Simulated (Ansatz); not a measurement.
# Structural relaxation of amorphous SiO0.5 (66 atoms), part 2 of 3

How does amorphous SiO0.5 (66 atoms) relax, and what do bonds, charges and levels look like afterwards?

Ansatz 0.2.0; Kohn-Sham DFT, PBE, PAW (set soft_2), plane waves.

The cell: 44 Si and 22 O. The quench rate of 20 K/ps far exceeds what a furnace or splat quench reaches. The network of bonds at the start is that of the classical potential that made the cell. Only the Γ point is sampled, in a cell whose shortest periodic width is 10 Å.

So far. Step 2 (Single point at the start): Neighbours are counted within 2.68 Å (Si-Si), 2.17 Å (Si-O).

**3. Relaxation**

The atoms are relaxed in the fixed cell, aiming at the force tolerance of the input.

Input file input.yaml:

```yaml
crystal:
  lattice:
    - [10.4839, 0.0, 0.0]
    - [0.0, 10.4839, 0.0]
    - [0.0, 0.0, 10.4839]
  atoms:
    [... the 66 atom lines of step 2 ...]
kpoints:
  mp_grid: { grid: [1, 1, 1] }
hamiltonian:
  xc: pbe
scf:
  occupations: { method: gaussian, width: 0.05 }
output:
  forces: true
relax:
  f_tol: 0.03
  max_steps: 200
```

Run with:

```bash
ansatz run input.yaml --threads 4 --pin off --max-ram 8192MiB --backend cpu --events-out ev --progress --plain --runs-dir out
```

Output:

```text
[...]
Crystal: 66 atoms, lattice volume = 1152.308 Å³
Basis set: ecut = 420 eV, 22575 PW (Γ), exchange–correlation on 144×144×144 points (8 copies of the dense FFT grid, shifted against one another)
Bands: 220, of which v1, the nominal top of the filled ones, is band 154 counted from 1 (153 counted from 0)
Symmetry: 1 space group operations
[...]
k-points: 1
[...]
SCF iter   1: F=—  HF=-40431.206113 eV  |F-HF|=—  |Δ(HF+E_count)|=         —  Δρ=9.01e-3  dr2=2.80e0  ethr=1.77e-3  ⟨swp⟩=8.0  Hψ=1146  notcnv=0  defer=32
[...]
SCF iter   9: F=-40430.833194 eV  HF=-40430.833205 eV  |F-HF|=1.12e-5  |Δ(HF+E_count)|=   4.86e-6  Δρ=1.98e-5  dr2=1.52e-5  ethr=7.31e-9  ⟨swp⟩=4.0  Hψ=666  notcnv=0
SCF 1 converged in 9 iterations: F = -40430.833194 eV  dr2 = 1.52e-5
[...]
relax step   1: F+E_penalty+E_count = -40430.83319382 eV  Δ(F+E_penalty+E_count) = +0.000e0 eV  max|allowed force component| = 4.917e0 eV/Å  Δτ_max = 0.0000 Å  (9 SCF iters, dr2 threshold 2.25e-5 eV, accepted)
[...]
relax step   2: F+E_penalty+E_count = -40440.17168011 eV  Δ(F+E_penalty+E_count) = -9.338e0 eV  max|allowed force component| = 3.816e0 eV/Å  Δτ_max = 0.1947 Å  (7 SCF iters, dr2 threshold 1.00e-4 eV, accepted)
[...]
relax step   3: F+E_penalty+E_count = -40446.50249317 eV  Δ(F+E_penalty+E_count) = -6.331e0 eV  max|allowed force component| = 2.696e0 eV/Å  Δτ_max = 0.1949 Å  (7 SCF iters, dr2 threshold 1.00e-4 eV, accepted)
relax step   4: F+E_penalty+E_count = -40449.65444039 eV  Δ(F+E_penalty+E_count) = -3.152e0 eV  max|allowed force component| = 1.617e0 eV/Å  Δτ_max = 0.1950 Å  (7 SCF iters, dr2 threshold 1.00e-4 eV, accepted)
relax step   5: F+E_penalty+E_count = -40451.89924235 eV  Δ(F+E_penalty+E_count) = -2.245e0 eV  max|allowed force component| = 1.215e0 eV/Å  Δτ_max = 0.1999 Å  (7 SCF iters, dr2 threshold 1.00e-4 eV, accepted)
relax step   6: F+E_penalty+E_count = -40453.35464182 eV  Δ(F+E_penalty+E_count) = -1.455e0 eV  max|allowed force component| = 1.106e0 eV/Å  Δτ_max = 0.1921 Å  (8 SCF iters, dr2 threshold 1.00e-4 eV, accepted)
relax step   7: F+E_penalty+E_count = -40454.20278854 eV  Δ(F+E_penalty+E_count) = -8.481e-1 eV  max|allowed force component| = 8.008e-1 eV/Å  Δτ_max = 0.1950 Å  (6 SCF iters, dr2 threshold 1.00e-4 eV, accepted)
relax step   8: F+E_penalty+E_count = -40455.01657660 eV  Δ(F+E_penalty+E_count) = -8.138e-1 eV  max|allowed force component| = 9.399e-1 eV/Å  Δτ_max = 0.1905 Å  (7 SCF iters, dr2 threshold 1.00e-4 eV, accepted)
relax step   9: F+E_penalty+E_count = -40455.83955487 eV  Δ(F+E_penalty+E_count) = -8.230e-1 eV  max|allowed force component| = 1.005e0 eV/Å  Δτ_max = 0.1981 Å  (7 SCF iters, dr2 threshold 1.00e-4 eV, accepted)
relax step  10: F+E_penalty+E_count = -40456.45746596 eV  Δ(F+E_penalty+E_count) = -6.179e-1 eV  max|allowed force component| = 6.413e-1 eV/Å  Δτ_max = 0.1972 Å  (7 SCF iters, dr2 threshold 1.00e-4 eV, accepted)
relax step  11: F+E_penalty+E_count = -40456.90495615 eV  Δ(F+E_penalty+E_count) = -4.475e-1 eV  max|allowed force component| = 4.480e-1 eV/Å  Δτ_max = 0.1941 Å  (6 SCF iters, dr2 threshold 1.00e-4 eV, accepted)
relax step  12: F+E_penalty+E_count = -40457.23464801 eV  Δ(F+E_penalty+E_count) = -3.297e-1 eV  max|allowed force component| = 3.870e-1 eV/Å  Δτ_max = 0.1917 Å  (6 SCF iters, dr2 threshold 8.18e-5 eV, accepted)
relax step  13: F+E_penalty+E_count = -40457.64110696 eV  Δ(F+E_penalty+E_count) = -4.065e-1 eV  max|allowed force component| = 5.603e-1 eV/Å  Δτ_max = 0.1959 Å  (6 SCF iters, dr2 threshold 7.31e-5 eV, accepted)
relax step  14: F+E_penalty+E_count = -40458.16158411 eV  Δ(F+E_penalty+E_count) = -5.205e-1 eV  max|allowed force component| = 5.213e-1 eV/Å  Δτ_max = 0.1903 Å  (7 SCF iters, dr2 threshold 1.00e-4 eV, accepted)
relax step  15: F+E_penalty+E_count = -40458.71897484 eV  Δ(F+E_penalty+E_count) = -5.574e-1 eV  max|allowed force component| = 7.814e-1 eV/Å  Δτ_max = 0.1957 Å  (7 SCF iters, dr2 threshold 1.00e-4 eV, accepted)
relax step  16: F+E_penalty+E_count = -40459.16572142 eV  Δ(F+E_penalty+E_count) = -4.467e-1 eV  max|allowed force component| = 6.170e-1 eV/Å  Δτ_max = 0.1964 Å  (5 SCF iters, dr2 threshold 1.00e-4 eV, accepted)
relax step  17: F+E_penalty+E_count = -40459.45178332 eV  Δ(F+E_penalty+E_count) = -2.861e-1 eV  max|allowed force component| = 3.816e-1 eV/Å  Δτ_max = 0.1949 Å  (5 SCF iters, dr2 threshold 1.00e-4 eV, accepted)
relax step  18: F+E_penalty+E_count = -40459.59507256 eV  Δ(F+E_penalty+E_count) = -1.433e-1 eV  max|allowed force component| = 5.182e-1 eV/Å  Δτ_max = 0.2000 Å  (7 SCF iters, dr2 threshold 5.57e-5 eV, accepted)
relax step  19: F+E_penalty+E_count = -40459.72807557 eV  Δ(F+E_penalty+E_count) = -1.330e-1 eV  max|allowed force component| = 4.407e-1 eV/Å  Δτ_max = 0.1336 Å  (7 SCF iters, dr2 threshold 1.00e-4 eV, accepted)
relax step  20: F+E_penalty+E_count = -40459.89011920 eV  Δ(F+E_penalty+E_count) = -1.620e-1 eV  max|allowed force component| = 6.787e-1 eV/Å  Δτ_max = 0.1094 Å  (5 SCF iters, dr2 threshold 1.00e-4 eV, accepted)
relax step  21: F+E_penalty+E_count = -40460.18228666 eV  Δ(F+E_penalty+E_count) = -2.922e-1 eV  max|allowed force component| = 9.245e-1 eV/Å  Δτ_max = 0.1997 Å  (6 SCF iters, dr2 threshold 1.00e-4 eV, accepted)
relax step  22: F+E_penalty+E_count = -40460.44047666 eV  Δ(F+E_penalty+E_count) = -2.582e-1 eV  max|allowed force component| = 7.682e-1 eV/Å  Δτ_max = 0.1949 Å  (5 SCF iters, dr2 threshold 1.00e-4 eV, accepted)
relax step  23: F+E_penalty+E_count = -40460.69288299 eV  Δ(F+E_penalty+E_count) = -2.524e-1 eV  max|allowed force component| = 3.987e-1 eV/Å  Δτ_max = 0.2000 Å  (6 SCF iters, dr2 threshold 1.00e-4 eV, accepted)
relax step  24: F+E_penalty+E_count = -40460.79169430 eV  Δ(F+E_penalty+E_count) = -9.881e-2 eV  max|allowed force component| = 3.683e-1 eV/Å  Δτ_max = 0.1940 Å  (6 SCF iters, dr2 threshold 4.28e-5 eV, accepted)
relax step  25: F+E_penalty+E_count = -40460.64667164 eV  Δ(F+E_penalty+E_count) = +1.450e-1 eV  max|allowed force component| = 6.079e-1 eV/Å  Δτ_max = 0.2000 Å  (7 SCF iters, dr2 threshold 3.65e-5 eV, rejected (line search))
relax step  26: F+E_penalty+E_count = -40460.85735484 eV  Δ(F+E_penalty+E_count) = -6.566e-2 eV  max|allowed force component| = 1.704e-1 eV/Å  Δτ_max = 0.0973 Å  (10 SCF iters, accepted)
[...]
relax step  29: F+E_penalty+E_count = -40460.79797010 eV  Δ(F+E_penalty+E_count) = +7.516e-2 eV  max|allowed force component| = 4.337e-1 eV/Å  Δτ_max = 0.2000 Å  (10 SCF iters, rejected (line search))
relax step  30: F+E_penalty+E_count = -40460.89237329 eV  Δ(F+E_penalty+E_count) = -1.924e-2 eV  max|allowed force component| = 1.191e-1 eV/Å  Δτ_max = 0.0831 Å  (10 SCF iters, accepted)
relax step  31: F+E_penalty+E_count = -40460.91438136 eV  Δ(F+E_penalty+E_count) = -2.201e-2 eV  max|allowed force component| = 2.623e-1 eV/Å  Δτ_max = 0.0969 Å  (9 SCF iters, accepted)
[...]
relax step  50: F+E_penalty+E_count = -40462.56828948 eV  Δ(F+E_penalty+E_count) = -4.102e-2 eV  max|allowed force component| = 1.572e-1 eV/Å  Δτ_max = 0.0791 Å  (6 SCF iters, dr2 threshold 3.42e-5 eV, accepted)
relax step  51: F+E_penalty+E_count = -40462.58710344 eV  Δ(F+E_penalty+E_count) = -1.881e-2 eV  max|allowed force component| = 1.266e-1 eV/Å  Δτ_max = 0.0586 Å  (6 SCF iters, dr2 threshold 1.15e-5 eV, accepted)
relax step  52: F+E_penalty+E_count = -40462.60140246 eV  Δ(F+E_penalty+E_count) = -1.430e-2 eV  max|allowed force component| = 1.591e-1 eV/Å  Δτ_max = 0.0485 Å  (6 SCF iters, dr2 threshold 7.46e-6 eV, accepted)
relax step  53: F+E_penalty+E_count = -40462.61551526 eV  Δ(F+E_penalty+E_count) = -1.411e-2 eV  max|allowed force component| = 1.020e-1 eV/Å  Δτ_max = 0.0654 Å  (5 SCF iters, dr2 threshold 1.64e-5 eV, accepted)
relax step  54: F+E_penalty+E_count = -40462.62705176 eV  Δ(F+E_penalty+E_count) = -1.154e-2 eV  max|allowed force component| = 1.007e-1 eV/Å  Δτ_max = 0.0903 Å  (7 SCF iters, dr2 threshold 4.27e-6 eV, accepted)
relax step  55: F+E_penalty+E_count = -40462.63394215 eV  Δ(F+E_penalty+E_count) = -6.890e-3 eV  max|allowed force component| = 7.855e-2 eV/Å  Δτ_max = 0.0679 Å  (6 SCF iters, dr2 threshold 4.17e-6 eV, accepted)
relax step  56: F+E_penalty+E_count = -40462.63834144 eV  Δ(F+E_penalty+E_count) = -4.399e-3 eV  max|allowed force component| = 5.187e-2 eV/Å  Δτ_max = 0.0348 Å  (6 SCF iters, dr2 threshold 3.75e-6 eV, accepted)
relax step  57: F+E_penalty+E_count = -40462.64057871 eV  Δ(F+E_penalty+E_count) = -2.237e-3 eV  max|allowed force component| = 3.738e-2 eV/Å  Δτ_max = 0.0256 Å  (6 SCF iters, dr2 threshold 1.17e-6 eV, accepted)
[...]
relax step  58: F+E_penalty+E_count = -40462.64144439 eV  Δ(F+E_penalty+E_count) = -8.657e-4 eV  max|allowed force component| = 2.826e-2 eV/Å  Δτ_max = 0.0091 Å  (7 SCF iters, accepted)
SCF converged after 7 iterations
Free energy (F): -40462.641444 eV
[...]
Internal energy: -40462.641444 eV  (E = F + TS)
E sigma→0 (E₀):  -40462.641444 eV
Fermi energy:    5.865508 eV
[...]
--- Forces (eV/Å), atoms counted from 1 ---
  atom   1  Si    -0.00688968     0.01263333    -0.01543185
  atom   2  Si    -0.00001034     0.00517835    -0.00771938
  atom   3  Si     0.00410939    -0.00097311     0.00243151
  atom   4  Si     0.00230738    -0.00186379     0.00099821
  atom   5  Si     0.00004629     0.00112361    -0.00282920
  atom   6  Si    -0.00422716     0.00179715    -0.00270668
  atom   7  Si     0.00734167    -0.00233857    -0.00461812
  atom   8  Si    -0.00576066    -0.00759922     0.00211145
  atom   9  Si     0.00749654    -0.00390463     0.00207346
  atom  10  Si    -0.00478994     0.01523692     0.00924630
  atom  11  Si    -0.00400093    -0.00455185    -0.00046621
  atom  12  Si     0.00475207    -0.00137613    -0.00973890
  atom  13  Si    -0.00064378    -0.00049365     0.00010027
  atom  14  Si     0.00161993     0.00350721    -0.00544979
[...]
atom  65  O      0.00852887     0.00581050     0.00016110
  atom  66  O      0.01688995     0.00112400     0.01062853
  max |Σ_I F_I| component: 1.26e-4 eV/Å
--- Relaxed structure (58 steps of the walk, 56 accepted, 0 SCFs on fresh bases) ---
  F+E_penalty+E_count = -40462.64144439 eV   max|allowed force component| = 2.826e-2 eV/Å
  atoms:
    - { symbol: Si, position: [0.591580, -0.018777, 0.748439] }
    - { symbol: Si, position: [0.0040018, 0.675715, 0.881915] }
    - { symbol: Si, position: [0.326027, 0.731434, 0.266278] }
    - { symbol: Si, position: [0.828422, 0.474542, 0.184524] }
[...]
- { symbol: O, position: [0.554746, 0.874940, 0.858362] }
```

The job ended after 3.7 min (4 threads of Arm Neoverse V2, shared host; peak memory 1.1 GiB).

Relaxation path (22 of 58):

```
step  energy less that of the first step (eV)  largest force component (eV/Å)
   1                                   0.0000                          4.9165
   4                                 -18.8212                          1.6167
   6                                 -22.5214                          1.1062
   9                                 -25.0064                          1.0047
  12                                 -26.4015                          0.3870
  15                                 -27.8858                          0.7814
  17                                 -28.6186                          0.3816
  20                                 -29.0569                          0.6787
  23                                 -29.8597                          0.3987
  25                                 -29.8135                          0.6079
  28                                 -30.0399                          0.0697
  31                                 -30.0812                          0.2623
  34                                 -30.2327                          0.3423
  36                                 -30.3386                          0.1838
  39                                 -30.4084                          0.1077
  42                                 -30.5229                          0.4475
  44                                 -30.8767                          0.7127
  47                                 -31.5541                          0.3109
  50                                 -31.7351                          0.1572
  53                                 -31.7823                          0.1020
  55                                 -31.8007                          0.0785
  58                                 -31.8083                          0.0283
```

Relaxation steps 25, 29 were tried and not accepted.

The atoms that moved most (Å):

| atom | dx | dy | dz | length |
| --- | --- | --- | --- | --- |
| Si6 | -0.226 | -2.767 | -0.584 | 2.837 |
| O58 | 1.961 | -0.293 | -0.742 | 2.117 |
| Si8 | 0.905 | 1.665 | 0.230 | 1.909 |
| Si34 | 1.158 | 0.183 | -1.317 | 1.763 |
| Si11 | -1.016 | -1.290 | 0.255 | 1.662 |
| O49 | 0.195 | 1.344 | -0.590 | 1.481 |
| O63 | -0.152 | 1.419 | -0.189 | 1.440 |
| Si13 | 1.202 | -0.503 | -0.551 | 1.415 |

The relaxation changed the energy by -482 meV/atom, and atoms moved by 0.83 Å r.m.s., 2.8 Å at most.

**4. Local order after relaxation**

Bonds before and after, by the cutoffs listed below:

```csv
pair,bonds before,bonds after,mean before (Å),mean after (Å),spread before (Å),spread after (Å)
Si-Si,54,66,2.415,2.434,0.101,0.125
Si-O,59,51,1.686,1.740,0.049,0.100
```

Density 2.29 g/cm³, 17.46 Å³ an atom.

Pair distribution functions g(r), in bins of 0.2 Å:

| r (Å) | total | Si-Si | Si-O | O-O |
| --- | --- | --- | --- | --- |
| 1.60 | 2.28 | 0.00 | 5.15 | 0.00 |
| 1.80 | 1.04 | 0.00 | 2.34 | 0.00 |
| 2.00 | 0.23 | 0.00 | 0.51 | 0.00 |
| 2.20 | 0.17 | 0.27 | 0.10 | 0.00 |
| 2.40 | 1.85 | 4.10 | 0.00 | 0.31 |
| 2.60 | 0.71 | 0.64 | 0.07 | 3.60 |
| 2.80 | 0.56 | 0.48 | 0.30 | 1.92 |
| 3.00 | 0.65 | 0.63 | 0.66 | 0.65 |
| 3.20 | 1.33 | 0.92 | 1.74 | 1.28 |
| 3.40 | 1.27 | 0.82 | 1.83 | 0.83 |
| 3.60 | 0.98 | 0.81 | 1.28 | 0.43 |
| 3.80 | 1.24 | 1.54 | 0.99 | 1.04 |
| 4.00 | 1.08 | 1.25 | 1.09 | 0.35 |
| 4.20 | 0.91 | 0.83 | 0.99 | 0.86 |
| 4.40 | 0.95 | 0.98 | 0.74 | 1.67 |
| 4.60 | 0.95 | 1.15 | 0.76 | 0.91 |
| 4.80 | 0.91 | 1.20 | 0.70 | 0.57 |
| 5.00 | 0.99 | 0.95 | 1.04 | 0.99 |

Bonds by pair of elements; cutoffs follow the first minimum of g(r), held within bounds set by covalent radii, and pairs that aren't listed don't count as bonded:

```
pair A-B  cutoff (Å)  bonds  mean length (Å)  spread (Å)  shortest (Å)  B about A  A about B
   Si-Si        2.83     66             2.43       0.125          2.29          3          3
    Si-O        2.38     51             1.74         0.1          1.63       1.16       2.32
```

How many atoms have how many bonded neighbours:

```csv
element,mean,2,3,4,5,6
O,2.32,15,7,0,0,0
Si,4.16,0,6,27,9,2
```

Bond angles, per cent of each kind in bins of 5°:

| angle (°) | Si-Si-Si | O-Si-Si | Si-O-Si | O-Si-O |
| --- | --- | --- | --- | --- |
| 40–45 | 0.0 | 3.3 | 0.0 | 0.0 |
| 45–50 | 0.6 | 0.0 | 0.0 | 0.0 |
| 50–55 | 1.3 | 0.0 | 0.0 | 0.0 |
| 55–60 | 1.9 | 0.0 | 0.0 | 0.0 |
| 60–65 | 1.3 | 0.0 | 0.0 | 0.0 |
| 65–70 | 4.5 | 0.0 | 0.0 | 0.0 |
| 70–75 | 1.3 | 1.6 | 0.0 | 0.0 |
| 75–80 | 0.6 | 1.6 | 0.0 | 0.0 |
| 80–85 | 3.2 | 1.6 | 0.0 | 0.0 |
| 85–90 | 5.2 | 3.3 | 0.0 | 0.0 |
| 90–95 | 5.8 | 9.0 | 2.8 | 13.0 |
| 95–100 | 9.0 | 8.2 | 2.8 | 30.4 |
| 100–105 | 11.0 | 13.1 | 8.3 | 26.1 |
| 105–110 | 15.5 | 13.1 | 5.6 | 13.0 |
| 110–115 | 9.7 | 14.8 | 2.8 | 4.3 |
| 115–120 | 6.5 | 12.3 | 5.6 | 13.0 |
| 120–125 | 3.2 | 6.6 | 16.7 | 0.0 |
| 125–130 | 8.4 | 2.5 | 16.7 | 0.0 |
| 130–135 | 3.9 | 0.8 | 11.1 | 0.0 |
| 135–140 | 1.3 | 2.5 | 5.6 | 0.0 |
| 140–145 | 2.6 | 1.6 | 5.6 | 0.0 |
| 145–150 | 0.0 | 0.8 | 11.1 | 0.0 |
| 150–155 | 1.3 | 0.8 | 0.0 | 0.0 |
| 155–160 | 0.6 | 0.0 | 2.8 | 0.0 |
| 160–165 | 0.0 | 0.8 | 0.0 | 0.0 |
| 165–170 | 0.0 | 0.0 | 0.0 | 0.0 |
| 170–175 | 1.3 | 0.0 | 2.8 | 0.0 |

Bond angles (no mean is given where the spread exceeds 20°):

| angle | count | mean (°) | spread (°) |
| --- | --- | --- | --- |
| Si-Si-Si | 155 | - | - |
| O-Si-Si | 122 | - | - |
| Si-O-Si | 36 | 127 | 17.3 |
| O-Si-O | 23 | 103 | 6.7 |

Bond length by coordination (bonds to H left out):

```
element  coordination  atoms  mean bond length (Å)
      O             2     15                  1.67
      O             3      7                  1.84
     Si             3      6                  2.22
     Si             4     27                  2.23
     Si             5      9                  2.23
     Si             6      2                  2.41
```

Rings of the network by King's shortest-path rule, up to 12 atoms, one path for each pair of neighbours; H, halogens, alkali and alkaline-earth atoms are left out:

```
ring size (atoms)  rings  per network atom
                3      7             0.106
                4      9             0.136
                5     15             0.227
                6     20             0.303
                7     28             0.424
                8     27             0.409
                9     14             0.212
               10      5             0.076
               11      2              0.03
```

With the cutoffs above, 68 % of O atoms have 2 and 61 % of Si atoms have 4 bonded neighbours. Rings of 7 atoms are the most common (22 % of those counted); sizes run from 3 to 11.

(Part 2 of 3 ends here.)

[Long decimals in the printed logs are rounded to 6 places.]

[Logs are printed without paths, hosts, clocks, repeated set-up lines and the standing remarks that a program may print on its own settings, such as how far it seeks lower states.]

[Hosts, paths, dates, database ids (printed as entryN), source tags and the programs' standing remarks are cut or masked in the printed files.]

[A walk said to have stopped at its limit may instead have ended on an SCF cycle that didn't converge.]
